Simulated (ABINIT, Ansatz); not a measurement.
# Lattice dynamics of RbCaH3 (Pm-3m) in two programs, part 4 of 4

How does RbCaH3 (Pm-3m) vibrate, and is this structure a minimum?

ABINIT 10.8.3; DFT LDA, scalar-relativistic, plane waves, PseudoDojo norm-conserving pseudopotentials.

So far, highest frequency (cm⁻¹): step 7 (dispersion) 1366.

### 10. A second program

The same cell, potentials and cutoff go through another code, on another k mesh. Its k mesh is centred on Γ.

This step: DFT LDA, scalar-relativistic, plane waves, PseudoDojo norm-conserving pseudopotentials (Ansatz 0.2.0).

The input, input.yaml:

```yaml
crystal:
  lattice:
    - [4.3970068589, 0.0, 0.0]
    - [0.0, 4.3970068589, 0.0]
    - [0.0, 0.0, 4.3970068589]
  atoms:
    - { symbol: Rb, position: [0.0, 0.0, 0.0] }
    - { symbol: Ca, position: [0.5, 0.5, 0.5] }
    - { symbol: H, position: [0.0, 0.5, 0.5] }
    - { symbol: H, position: [0.5, 0.0, 0.5] }
    - { symbol: H, position: [0.5, 0.5, 0.0] }
kpoints:
  mp_grid: { grid: [6, 6, 6] }
hamiltonian:
  xc: lda
  pseudopotentials: { kind: nc, accuracy: standard }
scf:
  occupations: { method: fixed }
output:
  eigenvalues: true
basis:
  ecutwfc: 843.553
phonons:
  method: dfpt
  dielectric: true
  rigid_motions: translations
  qmesh: [2, 2, 2]
  temperatures: { t_max: 1000, t_step: 50 }
  qpath:
    path:
      - [[0.0, 0.0, 0.0], [0.0, 0.5, 0.0], [0.5, 0.5, 0.0], [0.0, 0.0, 0.0], [0.5, 0.5, 0.5], [0.0, 0.5, 0.0]]
      - [[0.5, 0.5, 0.5], [0.5, 0.5, 0.0]]
    npoints: 10
```

The run is started by

```console
ansatz run input.yaml --threads 4 --pin off --max-ram 8192MiB --backend cpu --events-out ev --progress --plain --runs-dir out
```

What it wrote:

```text
Warning: basis.ecutwfc = 843.553 eV is below the records' recommended 1006.821291 eV, and the density's cutoff is lower with it unless basis.ecutrho_ratio is high enough to keep the records' density cutoff: compare with a run at a higher cutoff
Engine: ansatz 0.2.0, aarch64-unknown-linux-gnu
Pseudopotentials: kind: nc
Pseudopotential: Rb, nc, valence charge 9, recommended cutoff 571.439111 eV (normal), Rb.nc.azcp (PseudoDojo's, or run here from an input of PseudoDojo's; its table is named by hamiltonian.pseudopotentials.accuracy)
Pseudopotential: Ca, nc, valence charge 10, recommended cutoff 979.609905 eV (normal), Ca.nc.azcp (PseudoDojo's, or run here from an input of PseudoDojo's; its table is named by hamiltonian.pseudopotentials.accuracy)
Pseudopotential: H, nc, valence charge 1, recommended cutoff 1006.821291 eV (normal), H.nc.azcp (PseudoDojo's, or run here from an input of PseudoDojo's; its table is named by hamiltonian.pseudopotentials.accuracy)
Functional definition: SPW92
  exchange = slater_x
  correlation = pw_c
Crystal: 5 atoms, lattice volume = 85.010 Å³
Basis set: ecut = 843.553 eV, 4729 PW (Γ), exchange–correlation on 90×90×90 points (8 copies of the dense FFT grid, shifted against one another)
Bands: 16, of which v1, the nominal top of the filled ones, is band 11 counted from 1 (10 counted from 0)
Symmetry: 48 space group operations
k-points: 80 of 216 (irreducible under 2 space group operations, time reversal used)
Non-local potential: Rb, projectors of the file, l = 0: 2, l = 1: 2, l = 2: 2
Non-local potential: Ca, projectors of the file, l = 0: 2, l = 1: 2, l = 2: 2
Non-local potential: H, projectors of the file, l = 0: 2, l = 1: 1
Initial density: superposition of atomic densities (chi_scale 0.1, normalization cell, long waves kept (reshape's long-wave potential 0.00 eV rms))
Initial wavefunctions: pseudopotential atomic-orbital guess
Functional: x = slater, c = lda
SCF iter   1: F=—  HF=-1840.138414 eV  |F-HF|=—  |Δ(HF+E_count)|=         —  Δρ=5.44e-2  dr2=3.00e0  ethr=3.10e-3  ⟨swp⟩=6.7  Hψ=7418  notcnv=0  defer=195
preconditioner: auto → Resta (q_TF=auto, 2.178 Å⁻¹)  ε∞=2.8  [insulator: Δε(μ)=3.866 eV  Ē_g=10.265 eV  n_scr=18 (ndim 8)  ℏωp=14.0 eV  f_vac=0.000  ε∞_Penn≈2.8]
SCF iter   2: F=—  HF=-1839.243881 eV  |F-HF|=—  |Δ(HF+E_count)|=   8.95e-1  Δρ=2.26e-2  dr2=6.44e-1  ethr=3.10e-3  ⟨swp⟩=2.3  Hψ=2392  notcnv=0  defer=201
SCF iter   3: F=—  HF=-1839.013235 eV  |F-HF|=—  |Δ(HF+E_count)|=   2.31e-1  Δρ=3.88e-3  dr2=1.10e-2  ethr=2.93e-3  ⟨swp⟩=2.9  Hψ=2561  notcnv=0  defer=175
SCF iter   4: F=—  HF=-1839.012574 eV  |F-HF|=—  |Δ(HF+E_count)|=   6.60e-4  Δρ=8.67e-4  dr2=6.78e-4  ethr=5.01e-5  ⟨swp⟩=3.9  Hψ=2615  notcnv=0  defer=228
SCF iter   5: F=—  HF=-1839.012374 eV  |F-HF|=—  |Δ(HF+E_count)|=   2.01e-4  Δρ=1.75e-4  dr2=2.18e-5  ethr=3.08e-6  ⟨swp⟩=3.7  Hψ=2526  notcnv=0  defer=226
SCF iter   6: F=—  HF=-1839.012378 eV  |F-HF|=—  |Δ(HF+E_count)|=   4.24e-6  Δρ=3.64e-5  dr2=8.73e-7  ethr=9.89e-8  ⟨swp⟩=2.9  Hψ=2015  notcnv=0  defer=222
SCF iter   7: F=—  HF=-1839.012346 eV  |F-HF|=—  |Δ(HF+E_count)|=   3.20e-5  Δρ=5.12e-6  dr2=1.74e-8  ethr=3.97e-9  ⟨swp⟩=2.1  Hψ=1780  notcnv=0  defer=220
SCF iter   8: F=—  HF=-1839.012346 eV  |F-HF|=—  |Δ(HF+E_count)|=   1.12e-8  Δρ=7.29e-7  dr2=2.75e-10  ethr=7.90e-11  ⟨swp⟩=2.0  Hψ=2035  notcnv=0  defer=220
SCF iter   9: F=-1839.012346 eV  HF=-1839.012346 eV  |F-HF|=1.82e-12  |Δ(HF+E_count)|=  3.09e-10  Δρ=7.43e-8  dr2=3.59e-12  ethr=1.00e-12  ⟨swp⟩=19.0  Hψ=13673  notcnv=0
SCF 1 converged in 9 iterations: F = -1839.012346 eV  dr2 = 3.59e-12
DFPT response loops at Γ: preconditioner auto → none (the input reference at scf.mixing.eps_inf says where Resta's filter doesn't serve); β = 0.50; Broyden in place of MSR1
── the response to a field inside a basis, on 6×6×6 k-points: an SCF that follows is theirs, and a resumed run solves both again ──
Bands: 12, of which v1, the nominal top of the filled ones, is band 11 counted from 1 (10 counted from 0)
k-points: 10 of 216
Initial density: handed on by an earlier stage of this run
Initial wavefunctions: pseudopotential atomic-orbital guess (no wavefunctions were taken with the density)
Eigensolver: Dense (10 Hₖ)
SCF iter   1: F=—  HF=-1839.010250 eV  |F-HF|=—  |Δ(HF+E_count)|=         —  Δρ=1.85e-4  dr2=5.83e-6  ethr=1.00e-1
preconditioner: auto → Resta (q_TF=auto, 2.178 Å⁻¹)  ε∞=3.3  [insulator: Δε(μ)=3.202 eV  Ē_g=9.275 eV  n_scr=18 (ndim 8)  ℏωp=14.0 eV  f_vac=0.000  ε∞_Penn≈3.3]
SCF iter   2: F=—  HF=-1839.010251 eV  |F-HF|=—  |Δ(HF+E_count)|=   9.60e-7  Δρ=9.37e-5  dr2=1.44e-6  ethr=2.65e-8
SCF iter   3: F=-1839.010252 eV  HF=-1839.010252 eV  |F-HF|=2.59e-9  |Δ(HF+E_count)|=   5.56e-7  Δρ=5.28e-6  dr2=1.63e-8  ethr=6.54e-9
SCF 1 converged in 3 iterations: F = -1839.010252 eV  dr2 = 1.63e-8
DFPT response loops at Γ: mixed as the last ones told, above
NSCF: frozen V_eff on 20 k-points
NSCF: frozen V_eff on 128 k-points
DFPT response loops at q = (0, 0, -0.5) (fractional): preconditioner auto → Resta (q_TF=auto, 2.178 Å⁻¹)  ε∞=4.6 (no band partly filled); β = 1.00, the filter's whole step (`scf.mixing.beta` (0.50) is not read by the response loops at its default; to damp them type it under 1.00, their step now; it binds the ground state too); Broyden in place of MSR1
NSCF: frozen V_eff on 128 k-points
DFPT response loops at q = (0, -0.5, -0.5) (fractional): mixed as the last ones told, above
NSCF: frozen V_eff on 128 k-points
DFPT response loops at q = (-0.5, -0.5, -0.5) (fractional): preconditioner auto → none (the input reference at scf.mixing.eps_inf says where Resta's filter doesn't serve); β = 0.50; Broyden in place of MSR1
SCF converged after 9 iterations
Free energy (F): -1839.012346 eV
Harris-Foulkes:  -1839.012346 eV  (|F-HF|=1.82e-12)
Internal energy: -1839.012346 eV  (E = F + TS)
E sigma→0 (E₀):  -1839.012346 eV
Fermi energy:    2.661912 eV
--- Per-component energies (eV) ---
  E_band       = -244.343738
  E_kinetic    = 603.793821
  E_local      = -1301.277413  (includes V_loc(G=0)·N_el)
  E_nonlocal   = 46.183448
  E_hartree    = 387.485182
  E_xc         = -417.335321
  E_vxc        = -368.013976  (∫ρ·V_xc dr)
  E_ewald      = -1157.862063
  E_smearing   = -0.000000  (= −TS)
  E_closure    = 0.000000  (closes the sum)
  Σ components = -1839.012346   (vs F -1839.012346, Δ=0.00e0)
--- Band table (eV; the first three rows and the last of 80) ---
  k-point 0: bands = [... 7 lower, -6.6156, -0.4278, 2.0593, 2.0593, 8.6915, 8.6915, 8.6915, 10.0590, ... 1 higher]
  k-point 1: bands = [... 7 lower, -6.6114, -0.1660, 2.1169, 2.1260, 8.5417, 8.5417, 8.7708, 9.3026, ... 1 higher]
  k-point 2: bands = [... 7 lower, -6.6032, 0.4920, 2.0681, 2.2702, 8.2961, 8.2961, 8.6369, 8.6622, ... 1 higher]
  k-point 79: bands = [... 7 lower, -6.7905, 2.3619, 2.3619, 2.3619, 6.9509, 6.9509, 6.9509, 8.5838, ... 1 higher]
--- Phonons (Γ-DFPT): 4 representative perturbations + reference, on 80 of 216 k-points (Σ response iterations 13) ---
  k mesh reduced under 2 symmetry operations, with k and −k counted as one. Each operation leaves every solved perturbation unchanged. A smaller set is not considered because the run solves the response to a homogeneous field
  ASR residual: 1.197e-4 → 0.000e0 eV/Å²; symmetrization residual: 1.004e-6 eV/Å²
  ASR residual per site (eV/Å²): 5.95e-6 1.20e-4 1.67e-5 1.67e-5 1.67e-5
  Γ frequencies (cm⁻¹): 0.00 0.00 0.00 108.35 108.35 108.35 349.48 349.48 349.48 405.87 405.87 405.87 1206.48 1206.48 1206.48
  ε∞ (high-frequency dielectric tensor):
        3.455031    -0.000000     0.000000
       -0.000000     3.455031    -0.000000
        0.000000    -0.000000     3.455031
  ε⁰ (static dielectric tensor: ions relaxed, cell fixed):
       11.878775    -0.000000    -0.000000
       -0.000000    11.878775    -0.000000
       -0.000000    -0.000000    11.878775
  ε⁰ − ε∞ (ionic part):
        8.423744    -0.000000    -0.000000
       -0.000000     8.423744    -0.000000
       -0.000000    -0.000000     8.423744
  softest optical mode at Γ: 108.35 cm⁻¹; the repairs (sum rule, projections) moved no ω² at Γ by more than (2.93 cm⁻¹)²
  Born effective charges Z* (e; rows j = field, columns β = displacement):
    site 0:
         1.08839    0.00000    0.00000
        -0.00000    1.08839    0.00000
         0.00000   -0.00000    1.08839
    site 1:
         1.73852   -0.00000    0.00000
        -0.00000    1.73852    0.00000
        -0.00000    0.00000    1.73852
    site 2:
        -1.06927   -0.00000    0.00000
         0.00000   -0.87882    0.00000
        -0.00000    0.00000   -0.87882
    site 3:
        -0.87882    0.00000    0.00000
         0.00000   -1.06927    0.00000
        -0.00000    0.00000   -0.87882
    site 4:
        -0.87882    0.00000   -0.00000
         0.00000   -0.87882    0.00000
        -0.00000    0.00000   -1.06927
  Z* charge neutrality: 1.005e-3 e pre-enforcement
  solved inside a basis spanned on kpoints, on 6×6×6 k-points, its susceptibility summed on 10×10×10: ε∞ is read to err by 8.1e-3, Z* by 1.1e-2 e (field_mesh: kpoints solves on kpoints); Z* is corrected for what the basis lacks
  optical modes at Γ without the LO–TO term, one row a degenerate level:
      ω (cm⁻¹)  modes    IR ((D/Å)²/amu)
        108.35      3             2.9048
        349.48      3             0.0000
        405.87      3           117.1665
       1206.48      3            70.6728
  optical modes at Γ + LO–TO along q̂ = [1.0000, 0.0000, 0.0000]:
      ω (cm⁻¹)  modes    IR ((D/Å)²/amu)
        108.35      2             1.9366
        118.67      1             0.1065
        349.48      3             0.0000
        405.87      2            78.1110
        641.97      1            28.4831
       1206.48      2            47.1152
       1291.34      1            34.9919
  optical modes at Γ + LO–TO along q̂ = [0.0000, 1.0000, 0.0000]:
      ω (cm⁻¹)  modes    IR ((D/Å)²/amu)
        108.35      2             1.9366
        118.67      1             0.1065
        349.48      3             0.0000
        405.87      2            78.1110
        641.97      1            28.4831
       1206.48      2            47.1152
       1291.34      1            34.9919
  optical modes at Γ + LO–TO along q̂ = [0.0000, 0.0000, 1.0000]:
      ω (cm⁻¹)  modes    IR ((D/Å)²/amu)
        108.35      2             1.9366
        118.67      1             0.1065
        349.48      3             0.0000
        405.87      2            78.1110
        641.97      1            28.4831
       1206.48      2            47.1152
       1291.34      1            34.9919
--- Phonons (arbitrary-q DFPT): 4 irreducible q on the 2×2×2 mesh ---
  q = [0.0000, 0.0000, 0.0000] (star 1, of the zone-centre solve; hermiticity 1.60e-7, symmetrization 1.60e-7): -0.00 0.00 0.00 108.35 108.35 108.35 349.48 349.48 349.48 405.87 405.87 405.87 1206.48 1206.48 1206.48
  q = [0.0000, 0.0000, -0.5000] (star 3, 9 solved perturbations in 504 linear systems a pass and spin channel, the states on 64 of 216 k-point pairs; hermiticity 8.87e-8, symmetrization 1.14e-13): 61.86 61.86 86.85 106.95 106.95 193.94 406.15 406.15 421.44 428.41 428.41 668.99 1205.82 1205.82 1313.77
  q = [0.0000, -0.5000, -0.5000] (star 3, 9 solved perturbations in 504 linear systems a pass and spin channel, the states on 64 of 216 k-point pairs; hermiticity 9.40e-8, symmetrization 8.44e-14): 60.00 64.38 64.38 125.98 196.57 203.09 203.09 451.36 451.36 463.34 463.34 674.24 1204.80 1222.59 1347.26
  q = [-0.5000, -0.5000, -0.5000] (star 1, 4 solved perturbations in 184 linear systems a pass and spin channel, the states on 64 of 216 k-point pairs; hermiticity 7.57e-8, symmetrization 4.00e-13): 68.68 68.68 68.68 147.82 147.82 147.82 221.45 221.45 221.45 602.59 602.59 602.59 1222.54 1222.54 1365.39
  sum rule: each row above includes the acoustic sum rule's correction from the zone centre's row sums; it moved no ω² by more than (2.12 cm⁻¹)²
  mesh force constants: q→R imaginary residual 8.22e-18; ASR residual 1.197e-4 → 0.000e0 eV/Å²; symmetrization residual 9.770e-15 eV/Å²
  interpolated dispersion: 63 rows × 15 modes
  density of states and harmonic sums: on the 14×14×14 q-mesh, interpolated from the force constants of a 2×2×2 supercell (with the dipole–dipole term)
  largest difference from the sums on the solved wave vectors: F 6.12e-2 eV, S 9.43e-5 and C_V 3.15e-5 eV/K
  zero-point energy: 0.439238 eV/cell   skipped modes (ω ≤ 0): 3   left out of the sums: 7.29e-5 of the cell's modes: C_V's classical limit lies that fraction below 3 k_B per atom; for a crystal, a wire or a layer, F and S can be off by more, and a phonons.interpolated_qmesh denser along its periods is the remedy for the sampling
```

The job ended after 1.8 min (4 threads of Arm Neoverse V2, shared host; peak memory 1.3 GiB; 7.1 min of CPU time).

This step gave:

- sum-rule residual before enforcement: 1.20e-4 eV/Å²
- miss of the charge sum rule: 0.001005 e
- estimated error of the dielectric tensor: 0.008149
- estimated error of the Born charges: 0.01088 e
- mean frequency: 472.4 cm⁻¹
- Debye temperature (second moment): 1182 K
- logarithmic mean frequency: 294.6 cm⁻¹
- highest optical zone-centre mode (no LO-TO term): 1206 cm⁻¹
- lowest optical zone-centre mode: 108.3 cm⁻¹
- mean high-frequency dielectric constant: 3.455
- mean static dielectric constant: 11.88
- lowest mode on the q mesh (acoustic ones at the zone centre apart): 60 cm⁻¹
- zero-point energy per atom: 87.85 meV
- heat capacity at 300 K: 17.05 J/(mol atoms K)

Transverse modes. Lines of the infrared spectrum (strongest = 100):

```
position (cm⁻¹)  label  IR intensity ((D/Å)²/amu), degenerate modes summed, relative
            108    T1u                                                           2.5
            350    T2u                                                           0.0
            406    T1u                                                           100
           1206    T1u                                                            60
```

### 11. The two compared: ABINIT PseudoDojo and Ansatz, PseudoDojo

Numbers from this step:

* root-mean-square difference: 0.1 cm⁻¹
* largest difference: 0.21 cm⁻¹
* root-mean-square difference on the path: 0.1 cm⁻¹
* largest difference on the path: 0.2 cm⁻¹

The 12 of 57 modes that differ most. Frequencies side by side:

```
q (reciprocal lattice)  mode  ABINIT PseudoDojo (cm⁻¹)  Ansatz, PseudoDojo (cm⁻¹)
                 0 0 0     7                     349.7                      349.5
                 0 0 0     8                     349.7                      349.5
                 0 0 0     9                     349.7                      349.5
               0.5 0 0     7                     406.3                      406.1
               0.5 0 0     8                     406.3                      406.1
               0.5 0 0    13                      1206                       1206
               0.5 0 0    14                      1206                       1206
             0.5 0.5 0    13                      1205                       1205
             0.5 0.5 0    14                      1223                       1223
           0.5 0.5 0.5     4                       148                      147.8
           0.5 0.5 0.5     5                       148                      147.8
           0.5 0.5 0.5     6                       148                      147.8
```

The two runs side by side. Further quantities:

```
                                                                               quantity  ABINIT PseudoDojo  Ansatz, PseudoDojo
                                                                                mean ε∞              3.454               3.455
largest Born charge in size (e; the first before, the second after the charge sum rule)              1.738               1.738
```

The interpolated bands of the two lie on top of each other.

At the solved wavevectors the largest difference (acoustic modes at Γ apart) is 0.02 % of the highest mode.

### 12. Outcome

| Property | Result |
| --- | --- |
| space group after relaxation | Pm-3m |
| volume per atom | 17.0 Å³ |
| highest optical zone-centre mode (no LO-TO term) | 1207 cm⁻¹ |
| lowest optical zone-centre mode | 108.4 cm⁻¹ |
| highest mode moved by the LO-TO term | 1291 cm⁻¹ |
| mean high-frequency dielectric constant | 3.45 |
| largest Born charge in size (third of the trace) | 1.74 e |
| mean static dielectric constant | 11.9 |
| q mesh | 2×2×2 |
| lowest mode on the q mesh (acoustic ones at the zone centre apart) | 60.0 cm⁻¹ |
| zero-point energy per atom | 88.8 meV |
| heat capacity at 300 K | 17.0 J/(mol atoms K) |
| vibrational entropy at 300 K | 22.0 J/(mol atoms K) |
| imaginary modes on the q mesh | none |
| largest difference from Ansatz, PseudoDojo | 0.21 cm⁻¹ |

RbCaH3 (Pm-3m) is dynamically stable on the 2×2×2 mesh; its spectrum reaches 1366 cm⁻¹. At the LDA level the optical modes of RbCaH3 (Pm-3m) at the zone centre (no LO-TO term) run from 108 to 1207 cm⁻¹. Along the directions run, the highest mode that the macroscopic field moves lies at 1291 cm⁻¹. Lattice motion raises the mean dielectric constant from 3.454 to 11.87. ABINIT PseudoDojo and Ansatz, PseudoDojo agree to 0.21 cm⁻¹ (0.02 % of the highest mode compared) on all solved modes but the acoustic ones at Γ, without the LO-TO term. These are harmonic frequencies at zero temperature: anharmonic shifts and linewidths and thermal expansion are left out. Ansatz warns that the cutoff lies 16 % under the one recommended for these files; agreement at one cutoff is not convergence. Electron-phonon shifts of the levels were run after this but are left out: their k mesh was shifted and missed the band edges. The q mesh stands for a supercell only 8.8 Å across, so branches between the solved wavevectors are rough.

[Host names and launcher messages were left out of these logs when they were recorded.]

[Logs are printed without paths, hosts, clocks, repeated set-up lines and the standing remarks that a program may print on its own settings, such as how far it seeks lower states.]

[Hosts, paths, dates, database ids (printed as entryN), source tags and the programs' standing remarks are cut or masked in the printed files.]
